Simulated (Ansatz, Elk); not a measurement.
# HfTe2MoS2: X-ray structure factors from the self-consistent density

Structure refinements treat a crystal as free atoms side by side. For a made-up structure of HfTe2MoS2 (cell and positions from a r2SCAN relaxation) the runs below show what the calculated density changes in F(hkl).

Method: DFT, PBE, all-electron APW+lo, Dirac cores, scalar-relativistic bands, static density, no spin, in Elk 11.2.3 (patched build).

The structure was built from a prototype and need not be the compound's stable phase.

## (1) Set-up

The structure is trigonal, space group P-3m1 (No. 164). The conventional cell has a = 3.597 Å, b = 3.597 Å, c = 13.427 Å, α = 90.00°, β = 90.00°, γ = 120.00°. Nearest to Hf lie 6 S at 2.54 Å. Te has 3 Mo at 2.75 Å nearest. Nearest to Mo lie 6 Te at 2.75 Å. Nearest to S lie 3 Hf at 2.54 Å. Farther neighbours and most contacts between anions are not listed.

## (2) Ground state and structure factors

An all-electron density is needed, since X-rays see the cores too. Task 0 finds the density and task 195 Fourier-transforms it; tshift is off so that phases refer to the origin typed.

File elk.in:

```
tasks
  0
  195

xctype
  20

spinpol
  .false.

rgkmax
  7.0

gmaxvr
  14.0

lmaxo
  7

lmaxapw
  8

swidth
  0.002

tshift
  .false.

ramdisk
  .false.

hmaxvr
  5.5

maxscl
  120

epspot
  1e-06

sppath
  './'

avec
  6.79676414123 -0.00000000000 -0.00000000000
  -3.39838207061 5.88617040983 -0.00000000000
  -0.00000000000 -0.00000000000 25.37289609105

atoms
  4
  'Hf.in'
  1
  -0.0000000000 0.0000000000 -0.0000000000   0.000000 0.000000 0.000000
  'Te.in'
  2
  0.6666666667 0.3333333333 0.6337822844   0.000000 0.000000 0.000000
  0.3333333333 0.6666666667 0.3662177156   0.000000 0.000000 0.000000
  'Mo.in'
  1
  0.0000000000 0.0000000000 0.5000000000   0.000000 0.000000 0.000000
  'S.in'
  2
  0.6666666667 0.3333333333 0.1089372538   0.000000 0.000000 0.000000
  0.3333333333 0.6666666667 0.8910627462   0.000000 0.000000 0.000000

ngridk
  7 7 2
```

Started as:

```
$ OMP_NUM_THREADS=4 elk
```

Numbers of over 12 decimals in the logs are rounded to 6 here.

The program printed:

```text
┌─────────────────────────┐
│ Elk code version 11.2.3 │
└─────────────────────────┘

All units are atomic (Hartree, Bohr, etc.)

┌─────────────────────────────────────────────────┐
│ Ground-state run starting from atomic densities │
└─────────────────────────────────────────────────┘

Lattice vectors :
   6.796764141      -0.000000000      -0.000000000
  -3.398382071       5.886170410      -0.000000000
  -0.000000000      -0.000000000       25.37289609

Reciprocal lattice vectors :
  0.9244377437      0.5337243802       0.000000000
   0.000000000       1.067448760       0.000000000
   0.000000000       0.000000000      0.2476337461

Unit cell volume      :    1015.091220
Brillouin zone volume :   0.2443624853

Muffin-tin inner radius fraction :   0.1000000000E-01

Nuclei treated as point charges

Species : 1 (Hf)
 parameters loaded from : Hf.in
 name : hafnium
 nuclear charge    :   -72.00000000
 electronic charge :    72.00000000
 atomic mass :    325367.3659
 muffin-tin radius :    2.659921833
 number of radial points in muffin-tin :   1393
 inner part over the whole radius :   0.9971263775E-02
 number on inner part of muffin-tin    :    998
 approximate nuclear radius :   0.1000320365E-03
 number of mesh points to nuclear radius :    520
 atomic positions (lattice), magnetic fields (Cartesian) :
  1 :   0.00000000  0.00000000  0.00000000    0.00000000  0.00000000  0.00000000

Species : 2 (Te)
 parameters loaded from : Te.in
 name : tellurium
 nuclear charge    :   -52.00000000
 electronic charge :    52.00000000
 atomic mass :    232600.5708
 muffin-tin radius :    2.569268571
 number of radial points in muffin-tin :   1193
 inner part over the whole radius :   0.9892293242E-02
 number on inner part of muffin-tin    :    850
 approximate nuclear radius :   0.8944870508E-04
 number of mesh points to nuclear radius :    430
 atomic positions (lattice), magnetic fields (Cartesian) :
  1 :  -0.33333333  0.33333333 -0.36621772    0.00000000  0.00000000  0.00000000
  2 :   0.33333333 -0.33333333  0.36621772    0.00000000  0.00000000  0.00000000

Species : 3 (Mo)
 parameters loaded from : Mo.in
 name : molybdenum
 nuclear charge    :   -42.00000000
 electronic charge :    42.00000000
 atomic mass :    174887.9214
 muffin-tin radius :    2.569268571
 number of radial points in muffin-tin :   1193
 inner part over the whole radius :   0.9931864804E-02
 number on inner part of muffin-tin    :    848
 approximate nuclear radius :   0.8334154960E-04
 number of mesh points to nuclear radius :    420
 atomic positions (lattice), magnetic fields (Cartesian) :
  1 :   0.00000000  0.00000000  0.50000000    0.00000000  0.00000000  0.00000000

Species : 4 (S)
 parameters loaded from : S.in
 name : sulphur
 nuclear charge    :   -16.00000000
 electronic charge :    16.00000000
 atomic mass :    58450.91931
 muffin-tin radius :    2.089938583
 number of radial points in muffin-tin :    793
 inner part over the whole radius :   0.9853415857E-02
 number on inner part of muffin-tin    :    553
 approximate nuclear radius :   0.6195814986E-04
 number of mesh points to nuclear radius :    251
 atomic positions (lattice), magnetic fields (Cartesian) :
  1 :  -0.33333333  0.33333333  0.10893725    0.00000000  0.00000000  0.00000000
  2 :   0.33333333 -0.33333333 -0.10893725    0.00000000  0.00000000  0.00000000

Total number of atoms per unit cell :    6
Total muffin-tin volume :    368.4325716
 ratio of muffin-tin to unit cell volume :   0.3629551357

Spin treatment :
 spin-unpolarised

Number of Bravais lattice symmetries :   24
Number of crystal symmetries         :   12
Crystal has inversion symmetry
Real symmetric eigensolver will be used

k-point grid :      7     7     2
k-point offset :    0.000000000       0.000000000       0.000000000
k-point set is reduced with full crystal symmetry group
Total number of k-points :       16

Muffin-tin radius times maximum |G+k| :    7.000000000
 using average radius
[...]
Density of states at Fermi energy :    69.00271278
 (states/Hartree/unit cell)

Estimated indirect band gap :   0.3342492870E-02
 from k-point 6 to k-point 11
Estimated direct band gap   :   0.1697026629E-01
 at k-point 15

Charges :
 core                        :    166.0000000
 valence                     :    84.00000000
 interstitial                :    11.49163556
 muffin-tins (core leakage)
  species : 1 (Hf)
[...]
species : 2 (Te)
[...]
species : 3 (Mo)
[...]
species : 4 (S)
[...]
total in muffin-tins        :    238.5083644
 total calculated charge     :    249.9950069
 total charge                :    250.0000000
 error                       :   0.4993057028E-02

RMS change in Kohn-Sham potential (target) :   0.3110644450     (  0.1000000000E-05)
Absolute change in total energy (target)   :   0.1702586821     (  0.1000000000E-03)

[... loops 3 to 18 left out ...]

┌──────────────────┐
│ Loop number : 19 │
└──────────────────┘

Energies :
 Fermi                       :     0.237449
 sum of occupied eigenvalues :     -20356.434744285
 electron kinetic            :      36265.205020491
 core electron kinetic       :      35267.079484242
 Coulomb                     :     -68967.472889816
 Coulomb potential           :     -55528.363968297
 nuclear-nuclear             :     -2659.7522292825
 electron-nuclear            :     -77139.306597552
 Hartree                     :      10831.585937018
 Madelung                    :     -41203.290905668
 xc potential                :     -1093.2757964783
 exchange                    :     -824.09566011759
 correlation                 :     -13.434856107836
 electron entropic           :    -0.99485870922780E-03
 total energy                :     -33539.799380410

Density of states at Fermi energy :    80.66810569
 (states/Hartree/unit cell)

Estimated indirect band gap :   0.2003756576E-01
 from k-point 6 to k-point 4
Estimated direct band gap   :   0.2698138952E-01
 at k-point 6

Charges :
 core                        :    166.0000000
 valence                     :    84.00000000
 interstitial                :    11.23065123
 muffin-tins (core leakage)
  species : 1 (Hf)
[...]
species : 2 (Te)
[...]
species : 3 (Mo)
[...]
species : 4 (S)
[...]
total in muffin-tins        :    238.7693488
 total calculated charge     :    249.9948142
 total charge                :    250.0000000
 error                       :   0.5185838236E-02

RMS change in Kohn-Sham potential (target) :   0.7952531745E-06 (  0.1000000000E-05)
Absolute change in total energy (target)   :   0.6937716535E-04 (  0.1000000000E-03)

Convergence targets achieved

┌──────────────────┐
│ Loop number : 20 │
└──────────────────┘

Energies :
 Fermi                       :     0.237449
 sum of occupied eigenvalues :     -20356.434750932
 electron kinetic            :      36265.205007240
 core electron kinetic       :      35267.079477664
 Coulomb                     :     -68967.472887317
 Coulomb potential           :     -55528.363993658
 nuclear-nuclear             :     -2659.7522292825
 electron-nuclear            :     -77139.306565568
 Hartree                     :      10831.585907533
 Madelung                    :     -41203.290890488
 xc potential                :     -1093.2757645139
 exchange                    :     -824.09565949427
 correlation                 :     -13.434856107091
 electron entropic           :    -0.99485608386797E-03
 total energy                :     -33539.799390535

Density of states at Fermi energy :    80.66786706
 (states/Hartree/unit cell)

Estimated indirect band gap :   0.2003746502E-01
 from k-point 6 to k-point 4
Estimated direct band gap   :   0.2698137757E-01
 at k-point 6

Charges :
 core                        :    166.0000000
 valence                     :    84.00000000
 interstitial                :    11.23065171
 muffin-tins (core leakage)
  species : 1 (Hf)
[...]
species : 2 (Te)
[...]
species : 3 (Mo)
   atom 1                    :    40.34966541     (  0.6116128759E-07)
  species : 4 (S)
   atom 1                    :    14.25512327     (  0.1473480944E-03)
   atom 2                    :    14.25512327     (  0.1473480944E-03)
 total in muffin-tins        :    238.7693483
 total calculated charge     :    249.9948142
 total charge                :    250.0000000
 error                       :   0.5185838292E-02

┌──────────────────────────────┐
│ Self-consistent loop stopped │
└──────────────────────────────┘

Warning : core states of species 2 leak from the muffin-tin :   0.4764826144E-03

Warning : core states of species 4 leak from the muffin-tin :   0.1473480944E-03

Wrote STATE.OUT
```

Wall time 49 s (4 threads of Arm Neoverse V2, shared host); peak memory 0.29 GiB; 2 min of CPU time.

SFACRHO.OUT:

```text

h k l indices transformed by vhmat matrix:
   1.000000000       0.000000000       0.000000000    
   0.000000000       1.000000000       0.000000000    
   0.000000000       0.000000000       1.000000000    

      h      k      l  multipl.   |H|            Re(F)            Im(F)           |F|

      0      0      0      1   0.0000000       250.00000     -0.12100697E-15   250.00000    
      0      0     -1      2  0.24763375      -14.326754     -0.44022564E-14   14.326754    
      0      0      2      2  0.49526749       104.58499      0.28174441E-13   104.58499    
      0      0      3      2  0.74290124       93.208291     -0.88045129E-13   93.208291    
      0      0      4      2  0.99053498      -11.158057      0.11357822E-12   11.158057    
      0     -1      0      6   1.0674488       42.000694     -0.15848123E-13   42.000694    
      1      0      1      6   1.0957962       4.7039856      0.17609026E-14   4.7039856    
     -1      0      1      6   1.0957962       91.230092     -0.15848123E-13   91.230092    
     -1      0      2      6   1.1767484       4.3706819      0.19369928E-13   4.3706819    
      1      0      2      6   1.1767484       193.32341     -0.48424821E-13   193.32341    
      0      0      5      2   1.2381687       47.254425     -0.84523323E-13   47.254425    
      1     -1      3      6   1.3005188       23.610007     -0.51066175E-13   23.610007    
      1      0      3      6   1.3005188      -25.681870      0.19590041E-13   25.681870    
      0      1      4      6   1.4562302       148.58172     -0.28174441E-13   148.58172    
      1      0      4      6   1.4562302       132.58107      0.11445867E-13   132.58107    
      0      0      6      2   1.4858025       104.49702      0.62512041E-13   104.49702    
      1     -1      5      6   1.6347809      -36.515705      0.10653461E-12   36.515705    
     -1      1      5      6   1.6347809       71.904582     -0.61631590E-13   71.904582
```

Elk indexes on the primitive cell of elk.in and gives |H| = 4π sin θ/λ in inverse bohr. Below, one row stands for each form hkl of the conventional cell (m members, Friedel mates merged), F is for one primitive cell and the density is static (no thermal factor). Free-atom factors are Waasmaier and Kirfel's, and R is Σm||F|−|F'||/Σm|F|.

```csv
hkl,m,sin θ/λ (Å⁻¹),"abs F, DFT",neutral atoms,diff.
001,2,0.037,14.327,14.364,-0.037
002,2,0.074,104.585,104.443,+0.142
003,2,0.112,93.208,93.304,-0.096
004,2,0.149,11.158,10.554,+0.604
100,6,0.161,42.001,42.458,-0.457
101,6,0.165,4.704,4.745,-0.041
011,6,0.165,91.230,91.415,-0.185
012,6,0.177,4.371,5.112,-0.741
102,6,0.177,193.323,193.323,+0.000
005,2,0.186,47.254,47.259,-0.005
013,6,0.196,23.610,23.787,-0.177
103,6,0.196,25.682,26.071,-0.389
014,6,0.219,148.582,149.164,-0.582
104,6,0.219,132.581,132.923,-0.342
```

## (3) The highest occupied states alone

An energy window below the Fermi level keeps the highest occupied states, to see at which angles they scatter; shallow core shells can lie inside it and anion s states outside. No new self-consistency is needed.

Changes to elk.in since step 2:

```diff
@@ -1,3 +1,2 @@
 tasks
-  0
   195
@@ -40,2 +39,5 @@
 
+wsfac
+  -0.203540 0.537450
+
 sppath
```

Started as:

```
$ OMP_NUM_THREADS=4 elk
```

The program printed:

```text
┌─────────────────────────────────┐
│ Elk code version 11.2.3 started │
└─────────────────────────────────┘

Info(readinput): the functional depends on the density's gradient
 muffin-tin radial points multiplied by    2.00000
 (not where nrmtscf is given)

┌────────────────────┐
│ Current task : 195 │
└────────────────────┘
Info(checkmt): changed muffin-tin radius of species 1 (Hf) from   2.8000 to   2.6599
Info(checkmt): changed muffin-tin radius of species 2 (Te) from   2.6000 to   2.5693
Info(checkmt): changed muffin-tin radius of species 3 (Mo) from   2.6000 to   2.5693
Info(checkmt): changed muffin-tin radius of species 4 (S) from   2.2000 to   2.0899

Info(sfacrho): density structure factors written to SFACRHO.OUT

 Energy window :  -0.2035400000      0.5374500000

┌──────────────────┐
│ Elk code stopped │
└──────────────────┘
```

The job ended after 22 s (4 threads; peak memory 0.19 GiB).

States within 12 eV below the Fermi level hold 28.94 electrons; any levels below the window count with the cores, and a count that is not whole means the window cuts a band. Their amplitudes can exceed the total, where window and core parts have opposite phase:

```csv
hkl,sin θ/λ (Å⁻¹),"abs F, window","abs F, all"
001,0.037,2.948,14.327
002,0.074,7.274,104.585
003,0.112,0.311,93.208
004,0.149,4.140,11.158
100,0.161,0.601,42.001
101,0.165,1.766,4.704
011,0.165,2.260,91.230
012,0.177,2.453,4.371
102,0.177,6.299,193.323
005,0.186,2.930,47.254
```

## (4) Another functional

The difference from free atoms is small, so it is set against the change that PBEsol makes.

Changes to elk.in since step 3:

```diff
@@ -1,2 +1,3 @@
 tasks
+  0
   195
@@ -4,3 +5,3 @@
 xctype
-  20
+  22
 
@@ -39,5 +40,2 @@
 
-wsfac
-  -0.203540 0.537450
-
 sppath
```

Started as:

```
$ OMP_NUM_THREADS=4 elk
```

The program printed:

```text
┌─────────────────────────┐
│ Elk code version 11.2.3 │
└─────────────────────────┘

All units are atomic (Hartree, Bohr, etc.)

┌─────────────────────────────────────────────────┐
│ Ground-state run starting from atomic densities │
└─────────────────────────────────────────────────┘

Lattice vectors :
   6.796764141      -0.000000000      -0.000000000
  -3.398382071       5.886170410      -0.000000000
  -0.000000000      -0.000000000       25.37289609

Reciprocal lattice vectors :
  0.9244377437      0.5337243802       0.000000000
[...]
species : 4 (S)
   atom 1                    :    14.23103443     (  0.1484264209E-03)
   atom 2                    :    14.23103443     (  0.1484264209E-03)
 total in muffin-tins        :    238.7302050
 total calculated charge     :    249.9948204
 total charge                :    250.0000000
 error                       :   0.5179649131E-02

┌──────────────────────────────┐
│ Self-consistent loop stopped │
└──────────────────────────────┘

Warning : core states of species 2 leak from the muffin-tin :   0.4813001688E-03

Warning : core states of species 4 leak from the muffin-tin :   0.1484264209E-03

Wrote STATE.OUT
[key lines of the parts left out:]
total energy                :     -33526.069182659
```

Run time: 51 s. Hardware: 4 threads; peak memory 0.29 GiB; 2.1 min of CPU time.

Against the first run R = 0.02 %; the largest change is -0.049 at 102.

## (5) A coarser k-mesh

About half the k-points along each axis test the sampling.

Changes to elk.in since step 4:

```diff
@@ -5,3 +5,3 @@
 xctype
-  22
+  20
 
@@ -66,2 +66,2 @@
 ngridk
-  7 7 2
+  4 4 1
```

Started as:

```
$ OMP_NUM_THREADS=4 elk
```

The program printed:

```text
┌─────────────────────────┐
│ Elk code version 11.2.3 │
└─────────────────────────┘

All units are atomic (Hartree, Bohr, etc.)

┌─────────────────────────────────────────────────┐
│ Ground-state run starting from atomic densities │
└─────────────────────────────────────────────────┘

Lattice vectors :
   6.796764141      -0.000000000      -0.000000000
  -3.398382071       5.886170410      -0.000000000
  -0.000000000      -0.000000000       25.37289609

Reciprocal lattice vectors :
  0.9244377437      0.5337243802       0.000000000
[...]
species : 4 (S)
   atom 1                    :    14.26107096     (  0.1474868740E-03)
   atom 2                    :    14.26107096     (  0.1474868740E-03)
 total in muffin-tins        :    238.7766681
 total calculated charge     :    249.9947746
 total charge                :    250.0000000
 error                       :   0.5225377814E-02

┌──────────────────────────────┐
│ Self-consistent loop stopped │
└──────────────────────────────┘

Warning : core states of species 2 leak from the muffin-tin :   0.4765111620E-03

Warning : core states of species 4 leak from the muffin-tin :   0.1474868740E-03

Wrote STATE.OUT
[key lines of the parts left out:]
total energy                :     -33539.793842022
```

It took 37 s on 4 threads; peak memory 0.29 GiB.

Against the first run R = 0.01 %; the largest change is -0.014 at 003.

## (6) Settings against the effect

```csv
run,R against the first run (%),"R against neutral atoms, low angle (%)",wall time
"PBE, rgkmax 7",0.00,0.36,49 s
PBEsol,0.02,0.36,51 s
k-mesh 4×4×1,0.01,0.37,37 s
```

## (7) What came out

```
R against neutral atoms, sin θ/λ < 0.3 Å⁻¹ : 0.36 %
R against neutral atoms, 0.3 to 0.61 Å⁻¹   : 0.22 %
```

In words: Independent neutral atoms miss the calculated amplitudes by R = 0.36 % below 0.3 Å⁻¹ and 0.22 % from there to 0.61 Å⁻¹; by shells, 0.39 % below 0.15 Å⁻¹ (4 forms), 0.36 % 0.15 to 0.3 (21 forms), 0.26 % 0.3 to 0.45 (44 forms), 0.20 % above 0.45 (80 forms). Bonding, aspherical density and the tables' own atoms all enter these figures, and the runs don't part them. The largest change of an amplitude is -0.93 electrons, at 006. The window's part falls from 28.9 electrons at the origin to at most 0.33 between 0.45 and 0.61 Å⁻¹. Below 0.3 Å⁻¹ the changes that finished (PBEsol and k-mesh 4×4×1) move F by R = 0.02 % at most, against the 0.36 % that separates it from free atoms. The basis has no finished test. These runs have no spin, though d or f shells may be open. Spin-orbit coupling is left out, which can matter for elements this heavy. Part of the difference isn't bonding: the tables are fits to free atoms and ions calculated by other methods than this functional. Thermal motion, anomalous dispersion and extinction are left out.

[Logs are printed without paths, hosts, clocks, repeated set-up lines and the standing remarks that a program may print on its own settings, such as how far it seeks lower states.]

[Hosts, paths, dates, database ids (printed as entryN), source tags and the programs' standing remarks are cut or masked in the printed files.]
